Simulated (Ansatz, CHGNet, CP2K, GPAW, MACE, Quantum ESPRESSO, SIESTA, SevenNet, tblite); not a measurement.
# Which run comes nearest? Random wurtzite alloy of AlN and GaN (72 atoms)

The cell holds 72 atoms: 22 Ga, 36 N and 14 Al. Cell: a = 9.477 Å, b = 9.477 Å, c = 10.212 Å, α = 90.0°, β = 90.0°, γ = 120.0°. It derives from AlN (wurtzite), repeated 3×3×2. Wurtzite AlN, 3 x 3 x 2 conventional cells, 22 of 36 Al sites given to Ga at random (x = 0.611), lattice by Vegard's rule (a = 3.159 Å, c = 5.106 Å); not relaxed, displaced by a Gaussian of 0.02 Å. Then every atom was moved at random, 0.02 Å r.m.s. a Cartesian component.

Geometry: as built.

The reference, a calculation:

| Property | Result |
| --- | --- |
| method | Kohn-Sham DFT, PBE, SSSP efficiency 1.3.0 pseudopotentials, plane waves (Quantum ESPRESSO 7.5); sssp-pbe-1.3.0-efficiency, cutoffs 60/480 Ry, Γ point |
| r.m.s. force component | 0.7577 eV/Å |
| longest force | 3.164 eV/Å |
| pressure | 5.721 GPa |
| gap (highest filled to lowest empty level) | 2.662 eV |
| time | 8 min on 2 MPI ranks of Arm Neoverse V1, shared host |
| CPU time | 16 min |

Runs, in no order:
A. MACE MPA-0 medium potential: machine-learned interatomic potential MACE MPA-0 medium, trained on PBE(+U) plane-wave data
B. CHGNet 0.3.0 potential: machine-learned interatomic potential CHGNet 0.3.0, trained on PBE(+U) plane-wave data
C. SIESTA PBE, DZP, shift 0.01 Ry, mesh 150 Ry: Kohn-Sham DFT, PBE, PseudoDojo 0.4.1 norm-conserving pseudopotentials (converted to PSML), numerical atomic orbitals (DZP), diagonalisation
D. tblite GFN1-xTB: GFN1-xTB tight binding, diagonalisation

**Question.** Rank the runs by how far their forces lie from the reference's, least first.

C, A, B, D.

```csv
run,"Δ force, r.m.s. (meV/Å)",share of r.m.s. force (%),CPU time
"C. SIESTA PBE, DZP, shift 0.01 Ry, mesh 150 Ry",40.8,5.38,2.5 min
A. MACE MPA-0 medium potential,75.8,10.0,10 s
B. CHGNet 0.3.0 potential,204,27.0,4.1 s
D. tblite GFN1-xTB,313,41.4,7.7 s
```

Periodic xTB results under one method name differ between programs and library versions. Machine-learned potentials mimic data converged in k, so the reference's own k-point error enters their differences. The electronic-structure runs sample only Γ, in a cell whose shortest periodic width is 8 Å.

[Logs are printed without paths, hosts, clocks, repeated set-up lines and the standing remarks that a program may print on its own settings, such as how far it seeks lower states.]

[Hosts, paths, dates, database ids (printed as entryN), source tags and the programs' standing remarks are cut or masked in the printed files.]
